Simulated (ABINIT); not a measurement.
**BiOBr (P4/nmm): G0W0 with and without spin-orbit coupling**

Aim: spinor G0W0 for BiOBr (P4/nmm) beside the scalar-relativistic result.

Program: ABINIT 10.8.3. Level of theory: PBEsol and many-body steps on it, plane waves. Results are calculated unless marked as measured.

This is a report of a sequence of runs, with most program output left out.

The database entry behind the starting cell differs from later determinations by our own check (0.1 to 0.3 % short, probably kX units), so it need not match the best structure at ambient conditions.

### Step 1. The starting structure

It takes space group P4/nmm (No. 129, tetragonal). The conventional cell has a = 3.916 Å, b = 3.916 Å, c = 8.077 Å, α = 90.00°, β = 90.00°, γ = 90.00°. Bi has 4 O at 2.32 Å and 4 Br at 3.18 Å nearest. Nearest to Br lie 4 Bi at 3.18 Å. Nearest to O lie 4 Bi at 2.32 Å. Farther neighbours and most contacts between anions are not listed.

The cell and positions come from the Crystallography Open Database and are kept as given unless a step says otherwise. Spin-orbit coupling is left out unless a step names it.

### Step 2. Empty states on the mesh, 4×4×2 mesh, 121 bands

This step: ABINIT 10.8.3; DFT, PBEsol, plane waves, norm-conserving pseudopotentials.

The sums over transitions need many empty states on a uniform mesh; this step solves for them.

The input, run.abi:

```
acell 3*1.0 Angstrom
rprim 
  3.916000000000 0.000000000000 0.000000000000
  0.000000000000 3.916000000000 0.000000000000
  0.000000000000 0.000000000000 8.077000000000
ntypat 3
znucl 83 35 8
natom 6
typat 1 1 2 2 3 3
xred 
  0.000000000000 0.500000000000 0.154000000000
  0.500000000000 0.000000000000 0.846000000000
  0.000000000000 0.500000000000 0.653000000000
  0.500000000000 0.000000000000 0.347000000000
  0.000000000000 0.000000000000 0.000000000000
  0.500000000000 0.500000000000 0.000000000000
pp_dirpath "pseudos"
pseudos "Bi.upf, Br.upf, O.upf"
ecut 42
ngkpt 4 4 2
nshiftk 1
shiftk 0 0 0
kptopt 1
chksymbreak 0
iscf -2
irdden 1
istwfk *1
nband 121
nbdbuf 10
tolwfr 1e-09
nstep 60
prtvol 0
indata_prefix "in"
outdata_prefix "out"
tmpdata_prefix "tmp"
```

On the command line:

```console
> OMP_NUM_THREADS=1 mpirun -n 4 abinit run.abi > log
```

Elapsed: 2.7 min, on 4 MPI ranks of Arm Neoverse V1, shared host; peak memory 0.61 GiB.

This step gave:

* gap: 2.207 eV
* k of the valence top: 0.5, 0, 0.5
* k of the conduction bottom: 0, 0, 0.5
* least direct gap: 2.272 eV
* k points computed: 12
* lowest point of the top converged band, above the valence top: 31.66 eV

On this mesh the gap is 2.207 eV.

The density comes from a self-consistent run that is not shown.

### Step 3. Screening, 4×4×2 mesh, 111 bands, screening to 95.2 eV

The RPA dielectric matrix is built and inverted for each q.

This step: RPA screening on PBEsol, plane waves, norm-conserving pseudopotentials.

Edit run.abi of step 2 so:

```diff
@@ -24,10 +24,11 @@
 chksymbreak 0
-iscf -2
-irdden 1
 istwfk *1
-nband 121
-nbdbuf 10
-tolwfr 1e-09
-nstep 60
-prtvol 0
+occopt 1
+irdwfk 1
+optdriver 3
+nband 111
+ecuteps 3.5
+inclvkb 0
+awtr 1
+symchi 1
 indata_prefix "in"
```

The job ended after 2.8 min (4 MPI ranks; peak memory 3.3 GiB).

Numbers from this step:

```yaml
eps_infinity_with_local_fields_on_this_mesh_along_the_program_s_q_direction: 7.267
the_same_without_local_fields: 8.210
plasma_frequency: 32.00 eV
plane_waves_in_the_screening_matrix: 249
```

Local fields lower ε∞ by 11 %. On a Γ-centred mesh this coarse the value itself is usually too large, while a short band sum pulls it down.

### Step 4. Scalar-relativistic

The self-energy is evaluated for the states that the input lists, and the levels follow from it, in one-shot runs by the linearised quasiparticle equation.

This step: G0W0 on PBEsol, plane waves, norm-conserving pseudopotentials.

Edit run.abi of step 3 so:

```diff
@@ -27,8 +27,19 @@
 irdwfk 1
-optdriver 3
+optdriver 4
 nband 111
+gwcalctyp 0
+ecutsigx 42
+symsigma 1
+nkptgw 3
+kptgw 
+  0.5000000000 0.0000000000 0.5000000000
+  0.0000000000 0.0000000000 0.5000000000
+  0.0000000000 0.0000000000 0.0000000000
+bdgw 
+  45 48
+  44 48
+  44 48
 ecuteps 3.5
-inclvkb 0
-awtr 1
-symchi 1
+irdscr 1
+ppmodel 1
 indata_prefix "in"
```

Wall time 32 s (4 MPI ranks); peak memory 3 GiB; 2.1 min of CPU time.

This step gave:

```
G0W0 gap on the points computed              : 3.624 eV
starting gap on the mesh                     : 2.207 eV
k of the valence top                         : 0.5, 0, 0.5
k of the conduction bottom                   : 0, 0, 0.5
Z at the valence top                         : 0.801
Z at the conduction bottom                   : 0.834
least direct G0W0 gap on the computed points : 4.185 eV
```

The gap on the mesh goes from 2.21 eV to 3.62 eV, a correction of +1.42 eV.

### Step 5. Empty states on the mesh, 4×4×2 mesh, 244 bands

This step: DFT, PBEsol with spin-orbit coupling, plane waves, norm-conserving pseudopotentials.

Edit run.abi of step 4 so:

```diff
@@ -19,2 +19,3 @@
 ecut 42
+nspinor 2
 ngkpt 4 4 2
@@ -24,22 +25,10 @@
 chksymbreak 0
+iscf -2
+irdden 1
 istwfk *1
-occopt 1
-irdwfk 1
-optdriver 4
-nband 111
-gwcalctyp 0
-ecutsigx 42
-symsigma 1
-nkptgw 3
-kptgw 
-  0.5000000000 0.0000000000 0.5000000000
-  0.0000000000 0.0000000000 0.5000000000
-  0.0000000000 0.0000000000 0.0000000000
-bdgw 
-  45 48
-  44 48
-  44 48
-ecuteps 3.5
-irdscr 1
-ppmodel 1
+nband 244
+nbdbuf 22
+tolwfr 1e-09
+nstep 60
+prtvol 0
 indata_prefix "in"
```

The job ended after 20 min (4 MPI ranks; peak memory 1.4 GiB).

This step gave:

| Property | Result |
| --- | --- |
| gap | 1.900 eV |
| k of the valence top | 0.5, 0, 0.5 |
| k of the conduction bottom | 0, 0, 0.5 |
| least direct gap | 1.902 eV |
| k points computed | 12 |
| lowest point of the top converged band, above the valence top | 31.73 eV |

On this mesh the gap is 1.900 eV.

The density comes from a self-consistent run that is not shown, made with spin-orbit coupling and fully relativistic files.

### Step 6. Screening, 4×4×2 mesh, 222 bands, screening to 95.2 eV

This step: RPA screening on PBEsol with spin-orbit coupling, plane waves, norm-conserving pseudopotentials.

Edit run.abi of step 5 so:

```diff
@@ -25,10 +25,11 @@
 chksymbreak 0
-iscf -2
-irdden 1
 istwfk *1
-nband 244
-nbdbuf 22
-tolwfr 1e-09
-nstep 60
-prtvol 0
+occopt 1
+irdwfk 1
+optdriver 3
+nband 222
+ecuteps 3.5
+inclvkb 0
+awtr 1
+symchi 1
 indata_prefix "in"
@@ -36 +37,2 @@
 tmpdata_prefix "tmp"
+gwmem 10
```

Run time: 47 min. Hardware: 4 MPI ranks; peak memory 2.4 GiB; 3.1 h of CPU time.

This step gave:

```
ε∞ with local fields, on this mesh, along the program's q direction : 8.085
the same without local fields                                       : 9.147
plasma frequency                                                    : 32.00 eV
plane waves in the screening matrix                                 : 249
```

### Step 7. With spin-orbit coupling

This step: G0W0 on PBEsol with spin-orbit coupling, plane waves, norm-conserving pseudopotentials.

Edit run.abi of step 6 so:

```diff
@@ -28,8 +28,19 @@
 irdwfk 1
-optdriver 3
+optdriver 4
 nband 222
+gwcalctyp 0
+ecutsigx 42
+symsigma 0
+nkptgw 3
+kptgw 
+  0.5000000000 0.0000000000 0.5000000000
+  0.0000000000 0.0000000000 0.5000000000
+  0.0000000000 0.0000000000 0.0000000000
+bdgw 
+  89 96
+  89 96
+  89 96
 ecuteps 3.5
-inclvkb 0
-awtr 1
-symchi 1
+irdscr 1
+ppmodel 1
 indata_prefix "in"
```

Run time: 8.5 min. Hardware: 4 MPI ranks; peak memory 2 GiB.

This step gave:

```yaml
g0w0_gap_on_the_points_computed: 3.298 eV
starting_gap_on_the_mesh: 1.900 eV
k_of_the_valence_top: 0.5, 0, 0.5
k_of_the_conduction_bottom: 0, 0, 0.5
z_at_the_valence_top: 0.798
z_at_the_conduction_bottom: 0.828
least_direct_g0w0_gap_on_the_computed_points: 3.744 eV
```

Against G0W0 in ABINIT (4×4×2 mesh, 111 bands, screening to 95.2 eV, Godby-Needs plasmon pole), the gap moves by −0.326 eV.

### Step 8. Side by side

Times are wall times on 4 MPI ranks of Arm Neoverse V1, shared host, good to a factor of about two. A run's time includes the screening step that it read.

```
                     run   mesh  bands  screening cutoff (eV)  DFT gap (eV)  gap on the mesh (eV)  direct (eV)  ε∞ used     time
     scalar-relativistic  4×4×2    111                   95.2         2.207                 3.624        4.185     7.27  3.3 min
with spin-orbit coupling  4×4×2    222                   95.2         1.900                 3.298        3.744     8.09   56 min
```

### Step 9. Results

| Item | Value |
| --- | --- |
| scalar-relativistic | 3.624 eV |
| with spin-orbit coupling | 3.298 eV |
| known limits | not at the basis limit; screening head approximate; no spin-orbit coupling in some runs; coarse k mesh |

With spin-orbit coupling: −0.326 eV against scalar-relativistic, −0.307 eV of it in the start. Bands and cutoff are finite, so the gap is not at the basis limit. The miss can reach some tenths of an eV and take either sign; the mesh is an error of its own. In the G0W0 runs levels were corrected at 3 k points alone, so a gap called «on the mesh» is the least over those, and an edge elsewhere would be missed. The 4×4×2 mesh is coarse for this cell, which bears on the long-range parts of exchange and screening. Where an edge is built on 6p states of lead, bismuth or thallium, scalar-relativistic gaps usually stand too wide, by a few tenths to over one eV. The long-wavelength limit of the screening leaves out the non-local commutator, which shifts ε∞.

[Paths, hosts, dates, memory and timing lines, banners, echoed tables and standing remarks are left out of the program output.]

[Logs are printed without paths, hosts, clocks, repeated set-up lines and the standing remarks that a program may print on its own settings, such as how far it seeks lower states.]

[Runs of the session that timed out or met a known fault of the program may be left out.]

[Hosts, paths, dates, database ids (printed as entryN), source tags and the programs' standing remarks are cut or masked in the printed files.]

[G0W0 gaps are taken among the corrected bands and points alone; a level outside them can change the order at an edge.]

[Where Ansatz stands beside ABINIT at settings called matched, ABINIT's density can come from a denser mesh and the files from another edition; pairs whose starting gaps differed by over 0.03 eV were left out, so agreement reads better than it is.]
